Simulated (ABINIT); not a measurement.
**Completion of the band sum in GW: Tellurium (P3_121, 3 atoms a cell)**

Wanted: gap and time of Tellurium (P3_121, 3 atoms a cell) with truncated and completed band sums.

Program: ABINIT 10.8.3. Level of theory: PBE and many-body steps on it, plane waves. Values are calculated unless marked as measured.

The database entry behind the starting cell differs from other determinations of this structure, so it need not match the best structure at room temperature.

### 1. The system as given

Symmetry: P3_121, No. 152, trigonal system. The conventional cell has a = 4.454 Å, b = 4.454 Å, c = 5.924 Å, α = 90.00°, β = 90.00°, γ = 120.00°. Nearest to Te lie 2 Te at 2.86 Å.

Structure file:

```cif
data_structure
_symmetry_space_group_name_H-M 'P 1'
_symmetry_Int_Tables_number 1
_cell_length_a 4.4540
_cell_length_b 4.4540
_cell_length_c 5.9240
_cell_angle_alpha 90.000
_cell_angle_beta 90.000
_cell_angle_gamma 120.000
_cell_volume 101.78
loop_
_atom_site_label
_atom_site_type_symbol
_atom_site_fract_x
_atom_site_fract_y
_atom_site_fract_z
_atom_site_occupancy
Te1 Te 0.26900 0.00000 0.33333 1
Te2 Te 0.00000 0.26900 0.66667 1
Te3 Te 0.73100 0.73100 0.00000 1
```

The cell and positions come from the Crystallography Open Database and are kept as given unless a step says otherwise.

### 2. Empty states on the mesh, 3×3×2 mesh, 265 bands

This step: ABINIT 10.8.3; DFT, PBE, plane waves, norm-conserving pseudopotentials.

The sums over transitions need many empty states on a uniform mesh; this step solves for them.

run.abi

```
acell 3*1.0 Angstrom
rprim 
  4.454000000025 -0.000000000006 0.000000000000
  -2.227000000008 3.857277148481 0.000000000000
  0.000000000000 0.000000000000 5.924000000000
ntypat 1
znucl 52
natom 3
typat 1 1 1
xred 
  0.269000000000 0.000000000000 0.333333333333
  0.000000000000 0.269000000000 0.666666666667
  0.731000000000 0.731000000000 -0.000000000000
pp_dirpath "pseudos"
pseudos "Te.upf"
ecut 34
ngkpt 3 3 2
nshiftk 1
shiftk 0 0 0
kptopt 1
chksymbreak 0
iscf -2
irdden 1
istwfk *1
nband 265
nbdbuf 24
tolwfr 1e-09
nstep 60
prtvol 0
indata_prefix "in"
outdata_prefix "out"
tmpdata_prefix "tmp"
```

Launch:

```sh
OMP_NUM_THREADS=1 mpirun -n 4 abinit run.abi > log
```

Standard output:

```text
.Version 10.8.3 of ABINIT. v10.8.2 released Aug 2026.

 Symmetries : space group P3_1 2 1 (#152); Bravais hP (primitive hexag.)
[... echo of the input left out ...]
== DATASET  1 ==================================================================
-   mpi_nproc: 4, omp_nthreads: 1 (-1 if OMP is not activated)

--- !DatasetInfo
iteration_state: {dtset: 1, }
dimensions: {natom: 3, nkpt: 6, mband: 265, nsppol: 1, nspinor: 1, nspden: 1, mpw: 6557, }
cutoff_energies: {ecut:  34.0, pawecutdg:  -1.0, }
[...]
3.41131    3.44203    3.45667    3.45667    3.48854    3.53430    3.53431    3.54484
   3.55336    3.55336    3.60476    3.60492    3.60566    3.64154    3.65141    3.66861
   3.67678
 prteigrs : prtvol=0 or 1, do not print more k-points.

== END DATASET(S) ==============================================================
================================================================================

 -outvars: echo values of variables after computation  --------
            nband         265
             nkpt           6
          spgroup         152
 [... the other variables as echoed above ...]

 Calculation completed.
```

The job ended after 2.9 min (4 MPI ranks of Arm Neoverse V1, shared host; peak memory 0.5 GiB; 11 min of CPU time).

Read from the output:

- gap: 0.1739 eV
- k of the valence top: 0.3333, 0.3333, 0.5
- k of the conduction bottom: 0.3333, 0.3333, 0.5
- least direct gap: 0.1739 eV
- k points computed: 6
- lowest point of the top converged band, above the valence top: 85.6495 eV

On this mesh the gap is 0.174 eV.

The density comes from a self-consistent run that is not shown.

### 3. Screening, 3×3×2 mesh, 241 bands, screening to 152.4 eV

The RPA dielectric matrix is built and inverted for each q.

This step: RPA screening on PBE, plane waves, norm-conserving pseudopotentials.

Edit run.abi of step 2 so:

```diff
@@ -21,10 +21,11 @@
 chksymbreak 0
-iscf -2
-irdden 1
 istwfk *1
-nband 265
-nbdbuf 24
-tolwfr 1e-09
-nstep 60
-prtvol 0
+occopt 1
+irdwfk 1
+optdriver 3
+nband 241
+ecuteps 5.6
+inclvkb 2
+awtr 1
+symchi 1
 indata_prefix "in"
```

Standard output:

```text
.Version 10.8.3 of ABINIT. v10.8.2 released Aug 2026.

 Symmetries : space group P3_1 2 1 (#152); Bravais hP (primitive hexag.)
[... echo of the input left out ...]
== DATASET  1 ==================================================================
-   mpi_nproc: 4, omp_nthreads: 1 (-1 if OMP is not activated)

--- !DatasetInfo
iteration_state: {dtset: 1, }
dimensions: {natom: 3, nkpt: 6, mband: 241, nsppol: 1, nspinor: 1, nspden: 1, mpw: 6557, }
cutoff_energies: {ecut:  34.0, pawecutdg:  -1.0, }
electrons: {nelect:   4.80000000E+01, charge:   0.00000000E+00, occopt:   1.00000000E+00, tsmear:   1.00000000E-02, }

 SCREENING: Calculation of the susceptibility and dielectric matrices

 Based on a program developped by R.W. Godby, V. Olevano, G. Onida, and L. Reining.
 Incorporated in ABINIT by V. Olevano, G.-M. Rignanese, and M. Torrent.
.Using double precision arithmetic ; gwpc =  8

[... cell and pseudopotentials left out ...]
--------------------------------------------------------------------------------

 ==== K-mesh for the wavefunctions ====
 Number of points in the irreducible wedge :     6
[... list of points left out ...]
 Together with  6 symmetry operations and time-reversal symmetry
 yields    18 points in the full Brillouin Zone.

 ==== Q-mesh for the screening function ====
 Number of points in the irreducible wedge :     6
[... list of points left out ...]
 Together with  6 symmetry operations and time-reversal symmetry
 yields    18 points in the full Brillouin Zone.

 setmesh: FFT mesh size selected  =    27x   27x   45
          total number of points  =        32805

 vcoul_init : cutoff-mode = AUXILIARY_FUNCTION
 q-points for optical limit:   1
     1)      0.000010    0.000020    0.000030

- screening: taking advantage of time-reversal symmetry
- Maximum band index for partially occupied states nbvw = 24
- Remaining bands to be divided among processors   nbcw = 217
- Number of bands treated by each node ~54

 Number of electrons calculated from density =   48.0000; Expected =   48.0000
 average of density, n =  0.069887
 r_s =    1.5060
 omega_plasma =   25.5009 [eV]

 calculating chi0 at frequencies [eV] :
  1    0.000000E+00    0.000000E+00
  2    0.000000E+00    2.550086E+01

--------------------------------------------------------------------------------
  q-point number  1        q = ( 0.000000, 0.000000, 0.000000) [r.l.u.]
--------------------------------------------------------------------------------
[... chi0 elements left out ...]
 For q-point:  0.000010 0.000020 0.000030
  dielectric constant =   1.65851E+03
  dielectric constant without local fields =   2.09901E+03

  Average fulfillment of the sum rule on Im[epsilon] for q-point    1 :     94.16  [%]
[... wings left out ...]
  q-point number  2        q = ( 0.333333, 0.000000, 0.000000) [r.l.u.]
--------------------------------------------------------------------------------
[... chi0 elements left out ...]
  Average fulfillment of the sum rule on Im[epsilon] for q-point    2 :    104.56  [%]

 [... 4 further q-points ...]
```

The job ended after 2 min (4 MPI ranks; peak memory 1.5 GiB; 7.4 min of CPU time).

Read from the output:

```
ε∞ with local fields, on this mesh    : 1659
ε∞ without local fields, on this mesh : 2099
plasma frequency                      : 25.50 eV
plane waves in the screening matrix   : 449
```

Local fields lower ε∞ by 21 %. The value itself is an artefact of the mesh, where one narrow direct gap carries too much weight.

### 4. 241 bands

The self-energy is evaluated for the states that the input lists, and the quasiparticle equation is solved.

This step: G0W0 on PBE, plane waves, norm-conserving pseudopotentials.

Edit run.abi of step 3 so:

```diff
@@ -24,8 +24,17 @@
 irdwfk 1
-optdriver 3
+optdriver 4
 nband 241
+gwcalctyp 0
+ecutsigx 34
+symsigma 1
+nkptgw 2
+kptgw 
+  0.3333333333 0.3333333333 0.5000000000
+  0.0000000000 0.0000000000 0.0000000000
+bdgw 
+  23 27
+  22 26
 ecuteps 5.6
-inclvkb 2
-awtr 1
-symchi 1
+irdscr 1
+ppmodel 1
 indata_prefix "in"
```

Standard output:

```text
.Version 10.8.3 of ABINIT. v10.8.2 released Aug 2026.

 Symmetries : space group P3_1 2 1 (#152); Bravais hP (primitive hexag.)
[... echo of the input left out ...]
== DATASET  1 ==================================================================
-   mpi_nproc: 4, omp_nthreads: 1 (-1 if OMP is not activated)

--- !DatasetInfo
iteration_state: {dtset: 1, }
dimensions: {natom: 3, nkpt: 6, mband: 241, nsppol: 1, nspinor: 1, nspden: 1, mpw: 6557, }
cutoff_energies: {ecut:  34.0, pawecutdg:  -1.0, }
electrons: {nelect:   4.80000000E+01, charge:   0.00000000E+00, occopt:   1.00000000E+00, tsmear:   1.00000000E-02, }

 SIGMA: Calculation of the GW corrections

 Based on a program developped by R.W. Godby, V. Olevano, G. Onida, and L. Reining.
 Incorporated in ABINIT by V. Olevano, G.-M. Rignanese, and M. Torrent.
.Using double precision arithmetic ; gwpc =  8

[... cell and pseudopotentials left out ...]
--------------------------------------------------------------------------------

 ==== K-mesh for the wavefunctions ====
 Number of points in the irreducible wedge :     6
[... list of points left out ...]
 Together with  6 symmetry operations and time-reversal symmetry
 yields    18 points in the full Brillouin Zone.

 ==== Q-mesh for screening function ====
 Number of points in the irreducible wedge :     6
[... list of points left out ...]
 Together with  6 symmetry operations and time-reversal symmetry
 yields    18 points in the full Brillouin Zone.

 vcoul_init : cutoff-mode = AUXILIARY_FUNCTION
 q-points for optical limit:   1
     1)      0.000010    0.000020    0.000030
 setmesh: FFT mesh size selected  =    40x   40x   60
          total number of points  =        96000

 Number of electrons calculated from density =   48.0000; Expected =   48.0000
 average of density, n =  0.069887
 r_s =    1.5060
 omega_plasma =   25.5009 [eV]

 === KS Band Gaps ===
  >>>> For spin  1
   Minimum direct gap =   0.1738 [eV], located at k-point      :   0.3333  0.3333  0.5000
   Fundamental gap    =   0.1738 [eV], Top of valence bands at :   0.3333  0.3333  0.5000
                                       Bottom of conduction at :   0.3333  0.3333  0.5000
 SIGMA fundamental parameters:
 PLASMON POLE MODEL  1
 number of plane-waves for SigmaX                 6557
 number of plane-waves for SigmaC and W            449
 number of plane-waves for wavefunctions          6557
 number of bands                                   241
 number of independent spin polarizations            1
 number of spinorial components                      1
 number of k-points in IBZ                           6
 number of q-points in IBZ                           6
 number of symmetry operations                       6
 number of k-points in BZ                           18
 number of q-points in BZ                           18
 number of frequencies for dSigma/dE                 9
 frequency step for dSigma/dE [eV]                0.25
 number of omega for Sigma on real axis              0
 max omega for Sigma on real axis  [eV]           0.00
 zcut for avoiding poles [eV]                     0.10

 EPSILON^-1 parameters (SCR file):
 dimension of the eps^-1 matrix on file            449
 dimension of the eps^-1 matrix used               449
 number of plane-waves for wavefunctions          6557
 number of bands                                   241
 number of q-points in IBZ                           6
 number of frequencies                               2
 number of real frequencies                          1
 number of imag frequencies                          1

 matrix elements of self-energy operator (all in [eV])

 Perturbative Calculation

--- !SelfEnergy_ee
iteration_state: {dtset: 1, }
kpoint     : [   0.333,    0.333,    0.500, ]
spin       : 1
KS_gap     :    0.174
QP_gap     :    0.497
Delta_QP_KS:    0.324
data: !SigmaeeData |
     Band     E0 <VxcDFT>   SigX SigC(E0)      Z dSigC/dE  Sig(E)    E-E0       E
       23   4.683 -12.381 -14.438   1.083   0.784  -0.275 -13.145  -0.763   3.920
       24   4.683 -12.381 -14.438   1.083   0.784  -0.275 -13.145  -0.763   3.920
       25   4.857 -11.885  -9.305  -3.139   0.786  -0.272 -12.324  -0.440   4.417
       26   6.003 -11.851  -9.094  -3.334   0.786  -0.273 -12.305  -0.453   5.550
       27   6.003 -11.851  -9.094  -3.334   0.786  -0.273 -12.305  -0.453   5.550

--- !SelfEnergy_ee
iteration_state: {dtset: 1, }
kpoint     : [   0.000,    0.000,    0.000, ]
spin       : 1
KS_gap     :    1.861
QP_gap     :    2.145
Delta_QP_KS:    0.285
data: !SigmaeeData |
     Band     E0 <VxcDFT>   SigX SigC(E0)      Z dSigC/dE  Sig(E)    E-E0       E
       22   3.007 -11.477 -14.257   1.824   0.776  -0.288 -12.219  -0.742   2.265
       23   3.007 -11.477 -14.257   1.824   0.776  -0.288 -12.219  -0.742   2.265
       24   3.836 -11.708 -14.430   1.693   0.779  -0.284 -12.509  -0.801   3.034
       25   5.696 -12.128  -9.580  -3.208   0.782  -0.279 -12.644  -0.517   5.179
       26   5.696 -12.128  -9.580  -3.208   0.782  -0.279 -12.644  -0.517   5.179

== END DATASET(S) ==============================================================
================================================================================

 -outvars: echo values of variables after computation  --------
           etotal      0.0000000000E+00
            nband         241
             nkpt           6
          spgroup         152
 [... the other variables as echoed above ...]

 Calculation completed.
```

Elapsed: 47 s, on 4 MPI ranks; peak memory 1.5 GiB; 3 min of CPU time.

This step gave:

| Item | Value |
| --- | --- |
| G0W0 gap on the mesh | 0.4970 eV |
| starting gap on the mesh | 0.1739 eV |
| k of the valence top | 0.3333, 0.3333, 0.5 |
| k of the conduction bottom | 0.3333, 0.3333, 0.5 |
| Z at the valence top | 0.784 |
| Z at the conduction bottom | 0.786 |
| least direct G0W0 gap on the computed points | 0.4970 eV |

The gap on the mesh goes from 0.17 eV to 0.50 eV, a correction of +0.32 eV.

### 5. Screening, 3×3×2 mesh, 43 bands, screening to 152.4 eV

This step: RPA screening on PBE, plane waves, norm-conserving pseudopotentials.

Edit run.abi of step 4 so:

```diff
@@ -24,17 +24,8 @@
 irdwfk 1
-optdriver 4
-nband 241
-gwcalctyp 0
-ecutsigx 34
-symsigma 1
-nkptgw 2
-kptgw 
-  0.3333333333 0.3333333333 0.5000000000
-  0.0000000000 0.0000000000 0.0000000000
-bdgw 
-  23 27
-  22 26
+optdriver 3
+nband 43
 ecuteps 5.6
-irdscr 1
-ppmodel 1
+inclvkb 2
+awtr 1
+symchi 1
 indata_prefix "in"
```

Standard output:

```text
.Version 10.8.3 of ABINIT. v10.8.2 released Aug 2026.

 Symmetries : space group P3_1 2 1 (#152); Bravais hP (primitive hexag.)
[... echo of the input left out ...]
== DATASET  1 ==================================================================
-   mpi_nproc: 4, omp_nthreads: 1 (-1 if OMP is not activated)

--- !DatasetInfo
iteration_state: {dtset: 1, }
dimensions: {natom: 3, nkpt: 6, mband: 43, nsppol: 1, nspinor: 1, nspden: 1, mpw: 6557, }
cutoff_energies: {ecut:  34.0, pawecutdg:  -1.0, }
electrons: {nelect:   4.80000000E+01, charge:   0.00000000E+00, occopt:   1.00000000E+00, tsmear:   1.00000000E-02, }

 SCREENING: Calculation of the susceptibility and dielectric matrices

 Based on a program developped by R.W. Godby, V. Olevano, G. Onida, and L. Reining.
 Incorporated in ABINIT by V. Olevano, G.-M. Rignanese, and M. Torrent.
.Using double precision arithmetic ; gwpc =  8

[... cell and pseudopotentials left out ...]
--------------------------------------------------------------------------------

 ==== K-mesh for the wavefunctions ====
 Number of points in the irreducible wedge :     6
[... list of points left out ...]
 Together with  6 symmetry operations and time-reversal symmetry
 yields    18 points in the full Brillouin Zone.

 ==== Q-mesh for the screening function ====
 Number of points in the irreducible wedge :     6
[... list of points left out ...]
 Together with  6 symmetry operations and time-reversal symmetry
 yields    18 points in the full Brillouin Zone.

 setmesh: FFT mesh size selected  =    27x   27x   45
          total number of points  =        32805

 vcoul_init : cutoff-mode = AUXILIARY_FUNCTION
 q-points for optical limit:   1
     1)      0.000010    0.000020    0.000030

- screening: taking advantage of time-reversal symmetry
- Maximum band index for partially occupied states nbvw = 24
- Remaining bands to be divided among processors   nbcw = 19
- Number of bands treated by each node ~4

 Number of electrons calculated from density =   48.0000; Expected =   48.0000
 average of density, n =  0.069887
 r_s =    1.5060
 omega_plasma =   25.5009 [eV]

 calculating chi0 at frequencies [eV] :
  1    0.000000E+00    0.000000E+00
  2    0.000000E+00    2.550086E+01

--------------------------------------------------------------------------------
  q-point number  1        q = ( 0.000000, 0.000000, 0.000000) [r.l.u.]
--------------------------------------------------------------------------------
[... chi0 elements left out ...]
 For q-point:  0.000010 0.000020 0.000030
  dielectric constant =   1.60760E+03
  dielectric constant without local fields =   2.09891E+03

  Average fulfillment of the sum rule on Im[epsilon] for q-point    1 :     22.65  [%]
[... wings left out ...]
  q-point number  2        q = ( 0.333333, 0.000000, 0.000000) [r.l.u.]
--------------------------------------------------------------------------------
[... chi0 elements left out ...]
  Average fulfillment of the sum rule on Im[epsilon] for q-point    2 :     31.96  [%]

 [... 4 further q-points ...]
```

The job ended after 14 s (4 MPI ranks; peak memory 0.72 GiB; 51 s of CPU time).

Numbers from this step:

```yaml
eps_infinity_with_local_fields_on_this_mesh: 1608
eps_infinity_without_local_fields_on_this_mesh: 2099
plasma_frequency: 25.50 eV
plane_waves_in_the_screening_matrix: 449
```

[end of part 1 of 2]

[Long decimals in the printed logs are rounded to 6 places.]

[Logs are printed without paths, hosts, clocks, repeated set-up lines and the standing remarks that a program may print on its own settings, such as how far it seeks lower states.]

[Paths, hosts, dates, memory and timing lines, banners, echoed tables and standing remarks are left out of the program output; an Ansatz launch command may be rebuilt from the run's recorded settings. Measured values are a selection of at most five: reports struck by readers or far from the other reports are left out. None is set beside runs whose start may be inverted or whose files or cutoffs have a known fault.]

[Runs of the session that timed out or met a known fault of the program may be left out.]

[Hosts, paths, dates, database ids (printed as entryN), source tags and the programs' standing remarks are cut or masked in the printed files.]

[G0W0 gaps are taken among the corrected bands and points alone; a level outside them can change the order at an edge.]

[Where Ansatz stands beside ABINIT at settings called matched, ABINIT's density can come from a denser mesh and the files from another edition; pairs whose starting gaps differed by over 0.03 eV were left out, so agreement reads better than it is.]
